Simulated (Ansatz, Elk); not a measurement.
# How LuInS2 (model structure) absorbs and reflects light

Wanted: where LuInS2 (model structure) starts to absorb, how strongly, and its refractive index. The structure is a model and need not exist. It was built so: All Se replaced by S and Tl replaced by In in the R-3m structure of LuTlSe2. The cell is first relaxed with Ansatz.

Method: DFT, PBE, all-electron APW+lo, Dirac cores, scalar-relativistic bands, independent-particle optical response without local fields, in Elk 11.2.3 (patched build).

## Step 1: The system as given

Symmetry: R-3m, No. 166, trigonal system. The conventional cell has a = 3.867 Å, b = 3.867 Å, c = 22.010 Å, α = 90.00°, β = 90.00°, γ = 120.00°. Nearest to Lu lie 6 S at 2.67 Å. Nearest to In lie 6 S at 3.14 Å. S has 3 Lu at 2.67 Å and 3 In at 3.14 Å nearest. Farther neighbours, and contacts between anions beyond the nearest, are not listed.

## Step 2: Relaxation

Spectra hang on bond lengths, so the cell is first brought to its minimum.

This step: DFT, PBE, plane-wave PAW, default files, scalar-relativistic, relaxation (Ansatz 0.2.0).

Contents of input.yaml:

```yaml
crystal:
  lattice:
    - [1.93364647, 1.11639131, 7.33652454]
    - [-1.93364647, 1.11639131, 7.33652454]
    - [0.0, -2.23278262, 7.33652454]
  atoms:
    - { symbol: Lu, position: [0.0, 0.0, 0.0] }
    - { symbol: In, position: [0.5, 0.5, 0.5] }
    - { symbol: S, position: [0.26686816, 0.26686816, 0.26686816] }
    - { symbol: S, position: [0.73313184, 0.73313184, 0.73313184] }
kpoints:
  mp_grid: { grid: [7, 7, 7] }
scf:
  occupations: { method: fermi_dirac, width: 0.05 }
hamiltonian:
  xc: pbe
output:
  forces: true
  stress: true
relax:
  f_tol: 0.02
  max_steps: 50
  cell: {}
```

The run is started by

```console
$ ansatz run input.yaml --threads 2 --pin off --max-ram 5120MiB --backend cpu --events-out ev --progress --plain --runs-dir out
```

Log:

```text
basis.fft_grid_basis auto: the FFT boxes are laid along the combinations [[1, 0, -1], [0, 1, -1], [0, 0, 1]] of the cell's own vectors, 3.867, 3.867 and 7.669 Å long. The dense box has 27×27×54 points. Along the cell's own vectors, as sized, it would have 54×54×54, 4.00 times as many. Of the 12 symmetry operations that the crystal satisfies within crystal.symmetry.tolerance (time reversal apart; of a slab, those that [...]
Engine: ansatz 0.2.0, x86_64-unknown-linux-gnu
Pseudopotentials: kind: paw
Pseudopotential: Lu, paw, valence charge 25, recommended cutoff 420 eV (normal), Lu.paw.azcp
Pseudopotential: In, paw, valence charge 13, recommended cutoff 420 eV (normal), In.paw.azcp
Pseudopotential: S, paw, valence charge 6, recommended cutoff 420 eV (normal), S.paw.azcp
Functional definition: PBE
  parameter kappa = 0.804
  parameter beta = 0.066725
  exchange = pbe_x(kappa = kappa, mu = beta*pi^2/3)
  correlation = pbe_c(beta = beta)
Crystal: 4 atoms, lattice volume = 95.024 Å³
Basis set: ecut = 420 eV, 1891 PW (Γ), FFT grids on a1−a3, a2−a3, a3, exchange–correlation on 54×54×108 points (8 copies of the dense FFT grid, shifted against one another)
Bands: 30, of which v1, the nominal top of the filled ones, is band 25 counted from 1 (24 counted from 0)
Symmetry: 12 space group operations
Space group: R-3m (ITA 166), of the structure as read, at distance tolerance 4.6e-5 Å
k-points: 44 of 343
Non-local potential: Lu, projectors of the file, l = 0: 3, l = 1: 2, l = 2: 2, l = 3: 3
Non-local potential: In, projectors of the file, l = 0: 2, l = 1: 2, l = 2: 2, l = 3: 2
Non-local potential: S, projectors of the file, l = 0: 2, l = 1: 2, l = 2: 2
PAW form: soft (Blöchl's): semilocal exchange-correlation on the pseudo side does not see the compensation charge
PAW one-centre angular grid: Lu, 590 points (default); XC on 64 Gauss nodes
PAW one-centre angular grid: In, 590 points (default); XC on 64 Gauss nodes
PAW one-centre angular grid: S, 110 points (default); XC on 64 Gauss nodes
Initial density: superposition of atomic densities (neutral atoms: chi_scale 0, normalization atom), corrected by the library's trained network
Initial wavefunctions: pseudopotential atomic-orbital guess
Functional: x = pbe(κ = 0.804, μ = 0.219515), c = pbe(β = 0.066725)
SCF iter   1: F=—  HF=-22139.869929 eV  |F-HF|=—  |Δ(HF+E_count)|=         —  Δρ=1.19e-3  dr2=1.84e-3  ethr=1.77e-3  ⟨swp⟩=6.8  Hψ=6466  notcnv=0
preconditioner: auto → Resta (q_TF=auto, 2.451 Å⁻¹)  ε∞=6.8  [insulator: Δε(μ)=0.889 eV  Ē_g=10.239 eV  σ=0.050 eV  W_gap=1.00  n_scr=28 (ndim 8)  ℏωp=24.7 eV  f_vac=0.005  D(μ)=0.00/eV (n_scr^D=0)  ε∞_Penn≈6.8]
SCF iter   2: F=—  HF=-22139.867906 eV  |F-HF|=—  |Δ(HF+E_count)|=   2.02e-3  Δρ=6.91e-4  dr2=6.82e-4  ethr=3.68e-6  ⟨swp⟩=3.1  Hψ=3858  notcnv=0  defer=8
SCF iter   3: F=—  HF=-22139.867947 eV  |F-HF|=—  |Δ(HF+E_count)|=   4.12e-5  Δρ=4.99e-4  dr2=3.16e-4  ethr=1.36e-6  ⟨swp⟩=2.1  Hψ=2405  notcnv=0  defer=8
SCF iter   4: F=—  HF=-22139.867939 eV  |F-HF|=—  |Δ(HF+E_count)|=   7.93e-6  Δρ=1.42e-4  dr2=2.99e-5  ethr=6.32e-7  ⟨swp⟩=2.0  Hψ=2374  notcnv=0  defer=8
SCF iter   5: F=—  HF=-22139.867956 eV  |F-HF|=—  |Δ(HF+E_count)|=   1.68e-5  Δρ=6.90e-5  dr2=7.37e-6  ethr=5.97e-8  ⟨swp⟩=2.0  Hψ=2400  notcnv=0  defer=8
SCF iter   6: F=—  HF=-22139.867959 eV  |F-HF|=—  |Δ(HF+E_count)|=   3.54e-6  Δρ=1.66e-5  dr2=3.00e-7  ethr=1.47e-8  ⟨swp⟩=2.0  Hψ=1953  notcnv=0  defer=8
SCF iter   7: F=-22139.867960 eV  HF=-22139.867960 eV  |F-HF|=1.14e-8  |Δ(HF+E_count)|=   2.07e-7  Δρ=6.20e-6  dr2=1.51e-8  ethr=2.00e-10  ⟨swp⟩=6.4  Hψ=7152  notcnv=0
SCF 1 converged in 7 iterations: F = -22139.867960 eV  dr2 = 1.51e-8
  greatest PAW one-centre occupation: 0.998 electrons in one spin orbital (limit 2), on the Lu atom at site 0 (counted from 0), in its partial waves of l = 0
relax step   1: F+E_penalty+E_count = -22139.86795969 eV  Δ(F+E_penalty+E_count) = +0.000e0 eV  max|allowed force component| = 1.414e-1 eV/Å  Δτ_max = 0.0000 Å  P = +2.837 GPa  Ω = 95.024 Å³  (7 SCF iters, dr2 threshold 1.00e-7 eV, accepted)
Crystal: 4 atoms, lattice volume = 100.812 Å³
Basis set: ecut = 420 eV, 2011 PW (Γ), FFT grids on a1−a3, a2−a3, a3, exchange–correlation on 54×54×108 points (8 copies of the dense FFT grid, shifted against one another)
Initial density: handed on by an earlier stage of this run
Initial wavefunctions: those handed on with the density
iter 1 solved again at ethr=1.29e-4 eV; its pass at ethr=3.10e-3 eV (dr2=6.43e-2 eV) is discarded
SCF iter   1: F=—  HF=-22139.906489 eV  |F-HF|=—  |Δ(HF+E_count)|=         —  Δρ=3.49e-3  dr2=6.44e-2  ethr=1.29e-4  ⟨swp⟩=2.1  Hψ=10548  notcnv=0
preconditioner: auto → Resta (q_TF=auto, 2.427 Å⁻¹)  ε∞=6.6  [insulator: Δε(μ)=0.983 eV  Ē_g=10.155 eV  σ=0.050 eV  W_gap=1.00  n_scr=28 (ndim 8)  ℏωp=24.0 eV  f_vac=0.013  D(μ)=0.00/eV (n_scr^D=0)  ε∞_Penn≈6.6]
SCF iter   2: F=—  HF=-22139.894720 eV  |F-HF|=—  |Δ(HF+E_count)|=   1.18e-2  Δρ=1.75e-3  dr2=1.34e-2  ethr=1.29e-4  ⟨swp⟩=2.5  Hψ=1762  notcnv=0
SCF iter   3: F=—  HF=-22139.892783 eV  |F-HF|=—  |Δ(HF+E_count)|=   1.94e-3  Δρ=5.61e-4  dr2=5.29e-4  ethr=2.69e-5  ⟨swp⟩=2.3  Hψ=2457  notcnv=0
SCF iter   4: F=—  HF=-22139.892749 eV  |F-HF|=—  |Δ(HF+E_count)|=   3.47e-5  Δρ=5.86e-4  dr2=2.92e-4  ethr=1.06e-6  ⟨swp⟩=3.0  Hψ=3371  notcnv=0  defer=2
SCF iter   5: F=—  HF=-22139.892812 eV  |F-HF|=—  |Δ(HF+E_count)|=   6.31e-5  Δρ=1.71e-4  dr2=6.21e-5  ethr=5.85e-7  ⟨swp⟩=3.0  Hψ=2915  notcnv=0  defer=2
SCF iter   6: F=—  HF=-22139.892817 eV  |F-HF|=—  |Δ(HF+E_count)|=   5.14e-6  Δρ=9.54e-5  dr2=1.91e-5  ethr=1.24e-7  ⟨swp⟩=2.2  Hψ=2376  notcnv=0  defer=2
SCF iter   7: F=—  HF=-22139.892822 eV  |F-HF|=—  |Δ(HF+E_count)|=   5.05e-6  Δρ=3.59e-5  dr2=2.89e-6  ethr=3.82e-8  ⟨swp⟩=2.1  Hψ=2391  notcnv=0  defer=2
SCF iter   8: F=-22139.892822 eV  HF=-22139.892822 eV  |F-HF|=5.95e-8  |Δ(HF+E_count)|=   1.16e-8  Δρ=1.09e-5  dr2=1.29e-7  ethr=8.00e-10  ⟨swp⟩=5.9  Hψ=8928  notcnv=0
SCF 2 converged in 8 iterations: F = -22139.892822 eV  dr2 = 1.29e-7
relax step   2: F+E_penalty+E_count = -22139.89282175 eV  Δ(F+E_penalty+E_count) = -2.486e-2 eV  max|allowed force component| = 3.358e-1 eV/Å  Δτ_max = 0.0160 Å  P = -1.116 GPa  Ω = 100.812 Å³  energy of the carried Pulay correction = -1.158e-3 eV  (8 SCF iters, dr2 threshold 4.00e-7 eV, accepted)
Crystal: 4 atoms, lattice volume = 100.368 Å³
Basis set: ecut = 420 eV, 1987 PW (Γ), FFT grids on a1−a3, a2−a3, a3, exchange–correlation on 54×54×108 points (8 copies of the dense FFT grid, shifted against one another)
iter 1 solved again at ethr=5.72e-6 eV; its pass at ethr=3.10e-3 eV (dr2=2.86e-3 eV) is discarded
SCF iter   1: F=—  HF=-22139.908695 eV  |F-HF|=—  |Δ(HF+E_count)|=         —  Δρ=1.15e-3  dr2=3.32e-3  ethr=5.72e-6  ⟨swp⟩=3.0  Hψ=10089  notcnv=0
preconditioner: auto → Resta (q_TF=auto, 2.429 Å⁻¹)  ε∞=6.6  [insulator: Δε(μ)=0.984 eV  Ē_g=10.172 eV  σ=0.050 eV  W_gap=1.00  n_scr=28 (ndim 8)  ℏωp=24.0 eV  f_vac=0.011  D(μ)=0.00/eV (n_scr^D=0)  ε∞_Penn≈6.6]
SCF iter   2: F=—  HF=-22139.908215 eV  |F-HF|=—  |Δ(HF+E_count)|=   4.80e-4  Δρ=6.87e-4  dr2=1.08e-3  ethr=5.72e-6  ⟨swp⟩=1.9  Hψ=1454  notcnv=0
SCF iter   3: F=—  HF=-22139.908075 eV  |F-HF|=—  |Δ(HF+E_count)|=   1.40e-4  Δρ=1.50e-4  dr2=4.91e-5  ethr=2.15e-6  ⟨swp⟩=2.3  Hψ=2193  notcnv=0
SCF iter   4: F=—  HF=-22139.908042 eV  |F-HF|=—  |Δ(HF+E_count)|=   3.26e-5  Δρ=1.33e-4  dr2=2.10e-5  ethr=9.82e-8  ⟨swp⟩=3.0  Hψ=3263  notcnv=0
SCF iter   5: F=—  HF=-22139.908022 eV  |F-HF|=—  |Δ(HF+E_count)|=   2.01e-5  Δρ=5.42e-5  dr2=1.01e-5  ethr=4.20e-8  ⟨swp⟩=3.1  Hψ=3058  notcnv=0
SCF iter   6: F=-22139.908020 eV  HF=-22139.908020 eV  |F-HF|=3.38e-8  |Δ(HF+E_count)|=   2.37e-6  Δρ=1.08e-5  dr2=1.85e-7  ethr=8.00e-10  ⟨swp⟩=6.2  Hψ=8840  notcnv=0
SCF 3 converged in 6 iterations: F = -22139.908020 eV  dr2 = 1.85e-7
relax step   3: F+E_penalty+E_count = -22139.90801968 eV  Δ(F+E_penalty+E_count) = -1.520e-2 eV  max|allowed force component| = 3.779e-2 eV/Å  Δτ_max = 0.0403 Å  P = -0.139 GPa  Ω = 100.368 Å³  energy of the carried Pulay correction = -1.072e-3 eV  (6 SCF iters, dr2 threshold 4.00e-7 eV, accepted)
[...]
relax step   4: F+E_penalty+E_count = -22139.90880087 eV  Δ(F+E_penalty+E_count) = -7.812e-4 eV  max|allowed force component| = 1.096e-3 eV/Å  Δτ_max = 0.0069 Å  P = -0.010 GPa  Ω = 99.893 Å³  energy of the carried Pulay correction = -9.790e-4 eV  (6 SCF iters, dr2 threshold 1.20e-7 eV, accepted)
Initial wavefunctions: pseudopotential atomic-orbital guess (no wavefunctions were taken with the density)
iter 1 solved again at ethr=3.17e-8 eV; its pass at ethr=3.10e-3 eV (dr2=1.58e-5 eV) is discarded
SCF iter   1: F=—  HF=-22139.909814 eV  |F-HF|=—  |Δ(HF+E_count)|=         —  Δρ=9.24e-5  dr2=8.92e-7  ethr=3.17e-8  ⟨swp⟩=4.9  Hψ=12092  notcnv=0
preconditioner: auto → Resta (q_TF=auto, 2.431 Å⁻¹)  ε∞=6.6  [insulator: Δε(μ)=0.964 eV  Ē_g=10.177 eV  σ=0.050 eV  W_gap=1.00  n_scr=28 (ndim 8)  ℏωp=24.1 eV  f_vac=0.010  D(μ)=0.00/eV (n_scr^D=0)  ε∞_Penn≈6.6]
SCF iter   2: F=—  HF=-22139.909814 eV  |F-HF|=—  |Δ(HF+E_count)|=   8.55e-7  Δρ=5.29e-5  dr2=7.32e-7  ethr=1.78e-9  ⟨swp⟩=3.0  Hψ=2987  notcnv=0
SCF iter   3: F=—  HF=-22139.909822 eV  |F-HF|=—  |Δ(HF+E_count)|=   8.14e-6  Δρ=3.10e-5  dr2=1.12e-7  ethr=1.46e-9  ⟨swp⟩=3.0  Hψ=2692  notcnv=0
SCF iter   4: F=—  HF=-22139.909828 eV  |F-HF|=—  |Δ(HF+E_count)|=   5.37e-6  Δρ=1.17e-5  dr2=1.92e-8  ethr=2.25e-10  ⟨swp⟩=2.0  Hψ=2335  notcnv=0
SCF iter   5: F=—  HF=-22139.909829 eV  |F-HF|=—  |Δ(HF+E_count)|=   7.52e-7  Δρ=2.50e-6  dr2=1.26e-9  ethr=3.83e-11  ⟨swp⟩=2.2  Hψ=2399  notcnv=0
SCF iter   6: F=—  HF=-22139.909829 eV  |F-HF|=—  |Δ(HF+E_count)|=   2.91e-8  Δρ=4.78e-7  dr2=9.14e-11  ethr=2.52e-12  ⟨swp⟩=2.6  Hψ=2441  notcnv=0
SCF iter   7: F=-22139.909829 eV  HF=-22139.909829 eV  |F-HF|=1.09e-11  |Δ(HF+E_count)|=  7.60e-10  Δρ=9.35e-8  dr2=1.37e-11  ethr=1.00e-12  ⟨swp⟩=6.2  Hψ=6943  notcnv=0
SCF 5 converged in 7 iterations: F = -22139.909829 eV  dr2 = 1.37e-11
relax step   5: F+E_penalty+E_count = -22139.90982865 eV  Δ(F+E_penalty+E_count) = -1.028e-3 eV  max|allowed force component| = 9.465e-4 eV/Å  Δτ_max = 0.0000 Å  P = -0.007 GPa  Ω = 99.893 Å³  stress off target by 1.51e-2 GPa  SCF on the basis re-selected at this cell (its energy is not comparable with the rows above)  (7 SCF iters)
basis re-selected at this cell: Δ(F+E_penalty+E_count) = -1.028e-3 eV, ΔP = +0.003 GPa vs the last step (what re-selecting the basis moved, of the pressure what is left beyond the Pulay correction that the steps carried, after the strain that the cell walked since its last selection, with what the two solves' SCF thresholds leave and, on support functions, any second-order correction that the steps lacked; it is no m [...]
SCF converged after 7 iterations
Free energy (F): -22139.909829 eV
Harris-Foulkes:  -22139.909829 eV  (|F-HF|=1.09e-11)
Internal energy: -22139.909827 eV  (E = F + TS)
E sigma→0 (E₀):  -22139.909828 eV
Entropy (-TS):   -0.000002 eV (-0.000 meV/atom)
Fermi energy:    9.279074 eV
--- Per-component energies (eV) ---
  E_band       = -134.067845
  E_kinetic    = 871.017254
  E_local      = -9841.383325  (includes V_loc(G=0)·N_el)
  E_nonlocal   = 998.334556
  E_hartree    = 4161.191321
  E_xc         = -630.072864
  E_vxc        = -534.869584  (∫ρ·V_xc dr)
  E_paw        = -12723.145526  (= ΣΔE_a)
  E_vpaw       = 50.450703  (= ΣTr[D̂ρ^β])
  E_aug_tail   = 0.000059  (compensation charges beyond the density's cutoff)
  E_ewald      = -4975.851303
  E_smearing   = -0.000002  (= −TS)
  E_closure    = 0.000000  (closes the sum)
  Σ components = -22139.909829   (vs F -22139.909829, Δ=0.00e0)
--- Forces (eV/Å), atoms counted from 1 ---
  atom   1  Lu     0.00000000    -0.00000000     0.00000000
  atom   2  In    -0.00000000     0.00000000    -0.00000000
  atom   3  S      0.00000000    -0.00000000    -0.00094655
  atom   4  S     -0.00000000     0.00000000     0.00094655
  max |Σ_I F_I| component: 4.63e-18 eV/Å
--- Stress (GPa, compression-positive) ---
       -0.015067       0.000000       0.000000
        0.000000      -0.015067       0.000000
        0.000000       0.000000       0.009351
  P = ⅓ Tr σ = -0.0069 GPa (-0.069 kbar)
--- Relaxed structure (4 steps of the walk, 4 accepted, 1 SCFs on fresh bases) ---
  F+E_penalty+E_count = -22139.90982865 eV   max|allowed force component| = 9.465e-4 eV/Å   (the final SCF, on the basis selected at the relaxed cell)
  cell:  # Å, volume = 99.8935 Å³
    - [1.957199, 1.129990, 7.527944]
    - [-1.957199, 1.129990, 7.527944]
    - [0, -2.259979, 7.527944]
  atoms:
    - { symbol: Lu, position: [0, 0, 0] }
    - { symbol: In, position: [0.500000, 0.500000, 0.500000] }
    - { symbol: S, position: [0.267658, 0.267658, 0.267658] }
    - { symbol: S, position: [0.732342, 0.732342, 0.732342] }
```

Wall time 15 s (2 threads of Intel Xeon Platinum 8375C at 2.90GHz (Ice Lake), shared host); peak memory 0.54 GiB; 28 s of CPU time.

Step by step:

| step | energy less that of the first step (eV) | largest force component (eV/Å) | pressure (GPa) | volume (Å³) |
| --- | --- | --- | --- | --- |
| 1 | 0.0000 | 0.1414 | 2.84 | 95.02 |
| 2 | -0.0249 | 0.3358 | -1.12 | 100.81 |
| 3 | -0.0401 | 0.0378 | -0.14 | 100.37 |
| 4 | -0.0408 | 0.0011 | -0.01 | 99.89 |
| 5* | -0.0419 | 0.0009 | -0.01 | 99.89 |

Relaxation steps marked * repeat the geometry before them on a plane-wave basis chosen anew for their cell, so energy and pressure can jump there.

Forces are held to the 12 operations that the program found; a distortion that breaks them can't arise in this run.

| conventional cell, symmetrised | before | after | change |
| --- | --- | --- | --- |
| a (Å) | 3.867 | 3.914 | +1.2 % |
| b (Å) | 3.867 | 3.914 | +1.2 % |
| c (Å) | 22.010 | 22.584 | +2.6 % |
| volume (Å³/atom) | 23.76 | 24.97 | +5.1 % |

The atoms that moved most (Å, as changes of fractional coordinates times the final cell):

| atom | dx | dy | dz | length |
| --- | --- | --- | --- | --- |
| S3 | 0.000 | 0.000 | 0.018 | 0.018 |
| S4 | 0.000 | 0.000 | -0.018 | 0.018 |

The relaxation ends with a largest force component of 9.5e-4 eV/Å and a pressure of -0.01 GPa.

[end of part 1 of 2]

[Long decimals in the printed logs are rounded to 6 places.]

[Machine, clock and banner lines and Python warnings are left out of the logs.]

[Logs are printed without paths, hosts, clocks, repeated set-up lines and the standing remarks that a program may print on its own settings, such as how far it seeks lower states.]

[Hosts, paths, dates, database ids (printed as entryN), source tags and the programs' standing remarks are cut or masked in the printed files.]

[Where Elk ran, warnings of its patched build on accuracy (core leakage, angular cutoffs, spin-orbit splittings, empty states, lower magnetic states) are left out.]

[Where the starting crystal was built by hand or by swapping elements, it need not be the compound's stable phase.]

[The count of steps not shown may lack steps that the program refused or didn't finish.]
